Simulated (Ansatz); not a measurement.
# Vibrations of species on Co(0001)

Aim: bond lengths and vibrational modes of species bound on Co(0001).

Calculated with Ansatz 0.2.0; DFT PBE, scalar-relativistic, plane waves, PAW; PAW set soft_1.

## 1. The bulk crystal behind the slab

Symmetry: P6_3/mmc, No. 194, hexagonal system. The conventional cell has a = 2.500 Å, b = 2.500 Å, c = 4.050 Å, α = 90.00°, β = 90.00°, γ = 120.00°. Nearest to Co lie 12 Co at 2.49 to 2.50 Å.

## 2. Relaxation of the host

The host crystal is relaxed at the same level, and its volume sets the scale of the cells that follow.

Input file input.yaml:

```yaml
crystal:
  lattice:
    - [2.5, 0.0, 0.0]
    - [-1.25, 2.1650635095, 0.0]
    - [0.0, 0.0, 4.05]
  atoms:
    - { symbol: Co, position: [0.3333333333, 0.6666666667, 0.25], spin: 1.6 }
    - { symbol: Co, position: [0.6666666667, 0.3333333333, 0.75], spin: 1.6 }
kpoints:
  mp_grid: { grid: [24, 24, 12] }
hamiltonian:
  xc: pbe
  pseudopotentials: { kind: paw, azcp: { folder: soft_1 } }
scf:
  occupations: { method: gaussian, width: 0.1 }
output:
  forces: true
  stress: true
  eigenvalues: true
  populations: true
magnetization:
  spin_polarized: true
relax:
  adjacent_minimum: "off"
  f_tol: 0.002
  max_steps: 60
  cell: { stress_tol: 0.02 }
```

Command:

```console
ansatz run input.yaml --threads 8 --pin off --max-ram 20480MiB --backend cpu --events-out ev --progress --plain --runs-dir out
```

Numbers of over 12 decimals in the logs are rounded to 6 here.

Output:

```text
The last accepted step is kept in <dir> (removed where the run ends without a failure and the disk answers)
Engine: ansatz 0.2.0, aarch64-unknown-linux-gnu
Pseudopotentials: kind: paw
Pseudopotential: Co, paw, valence charge 17, recommended cutoff 420 eV (normal), soft_1/Co.paw.azcp
Functional definition: PBE
  parameter kappa = 0.804
  parameter beta = 0.066725
[...]
cell:  # Å, volume = 21.7252 Å³
    - [2.494378, 0, 0.0]
    - [-1.247189, 2.160195, 0.0]
    - [0.0, 0.0, 4.031888]
  atoms:
    - { symbol: Co, position: [0.333333, 0.666667, 0.25] }
    - { symbol: Co, position: [0.666667, 0.333333, 0.75] }
--- Löwdin populations: 2 sites ---
  site symbol       q [e]    m [muB]
     0     Co     16.7794     1.6837
     1     Co     16.7794     1.6837
  spilling = 0.012977 (of n_electrons = 34.000000)
[key lines of the parts left out:]
SCF converged after 8 iterations
Magnetization: 3.2348 μB (18.6174 up, 15.3826 down)
Free energy (F): -10252.320994 eV
Fermi energy:    18.667301 eV
P = ⅓ Tr σ = 0.0118 GPa (0.118 kbar)
```

It took 34 s on 8 threads of Arm Neoverse N1, shared host; peak memory 0.64 GiB.

The steps of the relaxation:

```
step  energy less that of the first step (eV)  largest force component (eV/Å)  pressure (GPa)  volume (Å³)
   1                                   0.0000                          0.0000           -1.88        21.92
   2                                  -0.0011                          0.0000           -0.87        21.82
   3                                  -0.0015                          0.0000            0.02        21.72
   4                                  -0.0015                          0.0000            0.00        21.73
  5*                                  -0.0012                          0.0000            0.01        21.73
```

Relaxation steps marked * repeat the geometry before them on a plane-wave basis chosen anew for their cell, so energy and pressure can jump there.

The run keeps the 24 symmetry operations that it works with, so distortions that break them were not tested.

```
conventional cell, symmetrised  before  after  change
                         a (Å)   2.500  2.494  -0.2 %
                         b (Å)   2.500  2.494  -0.2 %
                         c (Å)   4.050  4.032  -0.4 %
              volume (Å³/atom)   10.96  10.86  -0.9 %
```

Final coordinates:

```cif
data_structure
_symmetry_space_group_name_H-M 'P 1'
_symmetry_Int_Tables_number 1
_cell_length_a 2.4944
_cell_length_b 2.4944
_cell_length_c 4.0319
_cell_angle_alpha 90.000
_cell_angle_beta 90.000
_cell_angle_gamma 120.000
_cell_volume 21.73
loop_
_atom_site_label
_atom_site_type_symbol
_atom_site_fract_x
_atom_site_fract_y
_atom_site_fract_z
_atom_site_occupancy
Co1 Co 0.33333 0.66667 0.25000 1
Co2 Co 0.66667 0.33333 0.75000 1
```

Numbers from this step:

```
magnetization     : 3.235 μB
site moments      : 1.693, 1.693 μB
pressure          : 0.01184 GPa
volume per atom   : 10.86 Å³
gap on the k-mesh : 0 eV
```

The forces vanish by symmetry.

The cell shrank by 0.9 % in volume.

## 3. Letting the atoms settle: Cl at the hcp hollow site, 1 monolayer

The slab carries Cl at the hcp hollow site, 1 monolayer. The typed slab is scaled evenly to the volume of the relaxed bulk, at the typed c/a. The lowest layers are held, and the other atoms relax. The program lengthens the typed cell of 22.7 Å along the normal to 39.4 Å, as its cut-off of the electrostatics needs, and moves no atom.

System of this step: Cl at the hcp hollow site, 1 monolayer on Co(0001). The cell holds 5 atoms: 4 Co and 1 Cl. Its edges and angles: a = 2.493 Å, b = 2.493 Å, c = 39.355 Å, α = 90.0°, β = 90.0°, γ = 60.0°. It derives from Co. Vacuum lies along c.

Input file input.yaml:

```yaml
crystal:
  lattice:
    - [2.4925239033, 0.0, 0.0]
    - [1.2462619517, 2.1585855208, 0.0]
    - [0.0, 0.0, 22.732525875]
  atoms:
    - { symbol: Co, position: [0.666667, 0.666667, 0.328937], spin: 1.6 }
    - { symbol: Co, position: [0.0, 0.0, 0.41775], spin: 1.6 }
    - { symbol: Co, position: [0.666667, 0.666667, 0.506563], spin: 1.6 }
    - { symbol: Co, position: [0.0, 0.0, 0.595376], spin: 1.6 }
    - { symbol: Cl, position: [0.666667, 0.666667, 0.671063] }
  periodic: [true, true, false]
kpoints:
  mp_grid: { grid: [12, 12, 1] }
hamiltonian:
  xc: pbe
  pseudopotentials: { kind: paw, azcp: { folder: soft_1 } }
scf:
  occupations: { method: gaussian, width: 0.1 }
output:
  forces: true
  eigenvalues: true
  populations: true
magnetization:
  spin_polarized: true
relax:
  adjacent_minimum: "off"
  f_tol: 0.003
  max_steps: 120
  constraints: [{ sites: [0, 1] }]
```

Output:

```text
Warning: crystal.periodic: the lattice vector that does not repeat stood 0.000° off the slab's normal, 22.733 Å along it as the deck builds it. The run solves the slab on a vector along the normal, 39.355 Å long, with every atom where it was (on the deck's vector they left 14.96 Å outside them, and the widest stretch free of ions among them is 2.02 Å). A fractional position that the run reports is one of the run's ce [...]
Warning: the atoms were moved onto the symmetric positions of the space group found under crystal.symmetry.tolerance 1.0e-5 (fractional; no operation is sought that the atoms, as they stand in a round, miss by more than twice it, and no atom is moved by as much as it), and the run uses the moved positions. Before a round's move an operation carried an atom to 1.50e-6 Å from where it should land, the largest such dist [...]
[...]
crystal.periodic: the lattice vector that does not repeat stood 0.000° off the slab's normal, 22.733 Å along it as the deck builds it. The run solves the slab on a vector along the normal, 39.355 Å long, with every atom where it was (on the deck's vector they left 14.96 Å outside them, and the widest stretch free of ions among them is 2.02 Å). A fractional position that the run reports is one of the run's cell, which [...]
[...]
Crystal: 5 atoms, lattice volume = 211.742 Å³
Basis set: ecut = 420 eV, 4001 PW (Γ), exchange–correlation on 36×36×540 points (8 copies of the dense FFT grid, shifted against one another)
Bands: 49, of which v1, the nominal top of the filled ones, is band 38 counted from 1 (37 counted from 0)
Symmetry: 6 space group operations
[...]
k-points: 19 of 144 (time reversal used)
[...]
Starting moments: Σ|m| = 6.4 μB on 4 of 5 sites
[...]
SCF iter   1: F=—  HF=-21579.158536 eV  |F-HF|=—  |Δ(HF+E_count)|=         —  Δρ=2.85e-2 (↑1.66e-2 ↓2.85e-2)  dr2=5.72e1  dr2_m=4.69e-1  M=6.313 μB ∫|m|=6.559 μB  β_m=0.30  ethr=3.10e-3  ⟨swp⟩=19.8  Hψ=15468  notcnv=0  defer=39
[...]
spin=Collinear: LDOS preconditioning applied to the charge; magnetization (m = ρ↑ − ρ↓) channel mixes plain (no charge-response kernel on spin).
SCF iter   2: F=—  HF=-21578.031729 eV  |F-HF|=—  |Δ(HF+E_count)|=    1.13e0  Δρ=2.93e-2 (↑2.93e-2 ↓1.03e-2)  dr2=1.77e1  dr2_m=4.20e-1  M=6.433 μB ∫|m|=6.746 μB  β_m=0.35  ethr=3.10e-3  ⟨swp⟩=3.5  Hψ=3842  notcnv=0  defer=156
[...]
SCF iter  14: F=-21581.549021 eV  HF=-21581.549021 eV  |F-HF|=7.72e-8  |Δ(HF+E_count)|=   1.23e-8  Δρ=3.35e-6 (↑8.44e-7 ↓3.35e-6)  dr2=4.53e-8  dr2_m=5.33e-9  M=6.911 μB ∫|m|=7.488 μB  ethr=1.90e-10  ⟨swp⟩=19.1  Hψ=13698  notcnv=0
SCF 1 converged in 14 iterations: F = -21581.549021 eV  dr2 = 4.53e-8
[...]
relax step   1: F+E_penalty+E_count = -21581.54902140 eV  Δ(F+E_penalty+E_count) = +0.000e0 eV  max|allowed force component| = 1.521e0 eV/Å  Δτ_max = 0.0000 Å  (14 SCF iters, dr2 threshold 2.25e-7 eV, accepted)
[...]
SCF iter   7: F=-21581.615873 eV  HF=-21581.615892 eV  |F-HF|=1.83e-5  |Δ(HF+E_count)|=   6.31e-6  Δρ=4.49e-5 (↑3.05e-5 ↓4.49e-5)  dr2=2.04e-5  dr2_m=2.14e-7  M=6.903 μB ∫|m|=7.490 μB  ethr=6.64e-9  ⟨swp⟩=14.3  Hψ=11616  notcnv=0
SCF 2 converged in 7 iterations: F = -21581.615873 eV  dr2 = 2.04e-5
relax step   2: F+E_penalty+E_count = -21581.61587334 eV  Δ(F+E_penalty+E_count) = -6.685e-2 eV  max|allowed force component| = 1.129e0 eV/Å  Δτ_max = 0.0615 Å  (7 SCF iters, dr2 threshold 1.00e-4 eV, accepted)
[...]
SCF iter   1: F=—  HF=-21581.715672 eV  |F-HF|=—  |Δ(HF+E_count)|=         —  Δρ=2.55e-3 (↑2.33e-3 ↓2.55e-3)  dr2=5.09e-1  dr2_m=2.22e-3  M=6.898 μB ∫|m|=7.488 μB  β_m=0.30  ethr=5.60e-4  ⟨swp⟩=2.1  Hψ=7813  notcnv=0  defer=143
eigensolver tolerance schedule calibrated: the retry pair's looser diagonalisation under-reported the residual by θ = 0.18 (0.24/decade); ethr = c·dr2/N_el runs at the constant in force after the calibration composes with the one it found (an armed cap, an earlier calibration), c = 1.8e-2
[...]
SCF iter   2: F=—  HF=-21581.705259 eV  |F-HF|=—  |Δ(HF+E_count)|=   1.04e-2  Δρ=1.70e-3 (↑1.70e-3 ↓1.44e-3)  dr2=1.84e-1  dr2_m=1.44e-3  M=6.880 μB ∫|m|=7.474 μB  β_m=0.42  ethr=1.22e-4  ⟨swp⟩=2.2  Hψ=2296  notcnv=0  defer=145
[...]
SCF iter   8: F=-21581.708610 eV  HF=-21581.708631 eV  |F-HF|=2.10e-5  |Δ(HF+E_count)|=   3.18e-6  Δρ=4.25e-5 (↑4.25e-5 ↓3.74e-5)  dr2=2.17e-5  dr2_m=7.28e-7  M=6.847 μB ∫|m|=7.455 μB  ethr=6.77e-9  ⟨swp⟩=15.6  Hψ=11479  notcnv=0
SCF 3 converged in 8 iterations: F = -21581.708610 eV  dr2 = 2.17e-5
relax step   3: F+E_penalty+E_count = -21581.70860983 eV  Δ(F+E_penalty+E_count) = -9.274e-2 eV  max|allowed force component| = 4.511e-1 eV/Å  Δτ_max = 0.1350 Å  (8 SCF iters, dr2 threshold 7.96e-5 eV, accepted)
[...]
relax step   4: F+E_penalty+E_count = -21581.72448299 eV  Δ(F+E_penalty+E_count) = -1.587e-2 eV  max|allowed force component| = 2.553e-1 eV/Å  Δτ_max = 0.1060 Å  (9 SCF iters, dr2 threshold 3.25e-5 eV, accepted)
[...]
relax step   5: F+E_penalty+E_count = -21581.73270172 eV  Δ(F+E_penalty+E_count) = -8.219e-3 eV  max|allowed force component| = 1.519e-2 eV/Å  Δτ_max = 0.0699 Å  (8 SCF iters, dr2 threshold 1.04e-5 eV, accepted)
[...]
relax step   6: F+E_penalty+E_count = -21581.73270687 eV  Δ(F+E_penalty+E_count) = -5.159e-6 eV  max|allowed force component| = 1.500e-2 eV/Å  Δτ_max = 0.0000 Å  (9 SCF iters, accepted)
SCF iter   1: F=—  HF=-21581.732802 eV  |F-HF|=—  |Δ(HF+E_count)|=         —  Δρ=3.30e-4 (↑3.30e-4 ↓1.96e-4)  dr2=4.29e-4  dr2_m=1.16e-4  M=6.781 μB ∫|m|=7.403 μB  β_m=0.65  ethr=7.77e-6  ⟨swp⟩=2.6  Hψ=3681  notcnv=0  defer=128
[...]
SCF iter  12: F=-21581.732751 eV  HF=-21581.732751 eV  |F-HF|=5.36e-9  |Δ(HF+E_count)|=  2.69e-10  Δρ=9.68e-7 (↑2.11e-7 ↓9.68e-7)  dr2=5.94e-9  dr2_m=2.96e-10  M=6.782 μB ∫|m|=7.404 μB  ethr=1.88e-11  ⟨swp⟩=4.1  Hψ=6181  notcnv=0
SCF 7 converged in 12 iterations: F = -21581.732751 eV  dr2 = 5.94e-9
relax step   7: F+E_penalty+E_count = -21581.73275078 eV  Δ(F+E_penalty+E_count) = -4.390e-5 eV  max|allowed force component| = 9.663e-4 eV/Å  Δτ_max = 0.0057 Å  (12 SCF iters, accepted)
SCF converged after 12 iterations
Magnetization: 6.7816 μB (40.8908 up, 34.1092 down)
Absolute magnetization: 7.4110 μB (∫|ρ↑−ρ↓|, with the PAW one-centre terms)
[...]
Per-site moments (μB) at R_I (Å): [(1.793057, 1.022719), (1.762298, 1.022719), (1.709183, 1.005590), (1.721328, 1.005590), (0.050161, 1.028165)]
Free energy (F): -21581.732751 eV
[...]
Internal energy: -21581.711123 eV  (E = F + TS)
E sigma→0 (E₀):  -21581.721937 eV
Entropy (-TS):   -0.021628 eV (-4.326 meV/atom)
Fermi energy:    -4.635177 eV
[...]
--- Forces (eV/Å), atoms counted from 1 ---
  atom   1  Co     0.00000000     0.00000000     0.41076299
  atom   2  Co    -0.00000000    -0.00000000    -0.41080108
  atom   3  Co     0.00000000     0.00000000    -0.00096631
  atom   4  Co    -0.00000000    -0.00000000     0.00028280
  atom   5  Cl    -0.00000000     0.00000000     0.00069286
  max |Σ_I F_I| component: 2.87e-5 eV/Å
--- Band table (eV; the first three rows and the last of 38) ---
  k-point 0 ↑: bands = [... 34 lower, -6.5258, -6.1585, -6.1585, -5.7528, -5.7528, -5.5961, -5.5961, -5.0056, ... 7 higher]
  k-point 1 ↑: bands = [... 34 lower, -6.5702, -6.2552, -6.1848, -5.9967, -5.7583, -5.5776, -5.4659, -4.2719, ... 7 higher]
  k-point 2 ↑: bands = [... 34 lower, -6.5409, -6.5160, -6.2224, -5.9827, -5.7725, -5.6160, -5.5405, -4.9435, ... 7 higher]
  k-point 18 ↓: bands = [... 34 lower, -4.3888, -4.0837, -3.9180, -3.8599, -3.6766, -3.6113, 0.8193, 1.3924, ... 7 higher]
  ° read free of the cell's end (the report's vacuum.weakly_bound_levels)
  °? not known for the slab's own: over its row's bound_up_to_ev there, or no deeper under its free states than its continued_xc_part_ev in size
--- Relaxed structure (7 steps of the walk, 7 accepted, 0 SCFs on fresh bases) ---
  F+E_penalty+E_count = -21581.73275078 eV   max|allowed force component| = 9.663e-4 eV/Å
  cell:  # Å, volume = 211.7415 Å³
    - [2.492522, -2.886748845766337e-11, 0.0]
    - [1.246261, 2.158587, 0.0]
    - [0.0, 0.0, 39.354776]
  atoms:
    - { symbol: Co, position: [0.666667, 0.666667, 0.190004] }
    - { symbol: Co, position: [8.437692234294112e-17, 1.073215361066228e-16, 0.241305] }
    - { symbol: Co, position: [0.666667, 0.666667, 0.293110] }
    - { symbol: Co, position: [8.437692234294732e-17, 1.0638972259716554e-16, 0.343110] }
    - { symbol: Cl, position: [0.666667, 0.666667, 0.395600] }
--- Löwdin populations: 5 sites ---
  site symbol       q [e]    m [muB]
     0     Co     16.7847     1.7884
     1     Co     16.7716     1.7601
     2     Co     16.7597     1.7098
     3     Co     16.6585     1.7002
     4     Cl      7.0886     0.0644
  spilling = 0.012491 (of n_electrons = 75.000000)
```

It took 90 s on 8 threads; peak memory 0.92 GiB.

The steps of the relaxation:

```
step  energy less that of the first step (eV)  largest force component (eV/Å)
   1                                   0.0000                          1.5207
   2                                  -0.0669                          1.1286
   3                                  -0.1596                          0.4511
   4                                  -0.1755                          0.2553
   5                                  -0.1837                          0.0152
   6                                  -0.1837                          0.0150
   7                                  -0.1837                          0.0010
```

The run keeps the 6 symmetry operations that it works with, so distortions that break them were not tested.

The atoms that moved most (Å):

```
atom     dx     dy      dz  length
 Cl5  0.000  0.000   0.314   0.314
 Co4  0.000  0.000  -0.031   0.031
 Co3  0.000  0.000   0.020   0.020
```

The relaxed structure:

```xyz
5
Lattice="2.4925 0.0000 0.0000 1.2463 2.1586 0.0000 0.0000 0.0000 39.3548" Properties=species:S:1:pos:R:3
Co    2.4925    1.4391    7.4776
Co    0.0000    0.0000    9.4965
Co    2.4925    1.4391   11.5353
Co    0.0000    0.0000   13.5030
Cl    2.4925    1.4391   15.5687
```

The largest force component left on a free atom is 0.97 meV/Å.

(Continued in part 2 of 3.)

[Logs are printed without paths, hosts, clocks, repeated set-up lines and the standing remarks that a program may print on its own settings, such as how far it seeks lower states.]

[Hosts, paths, dates, database ids (printed as entryN), source tags and the programs' standing remarks are cut or masked in the printed files.]
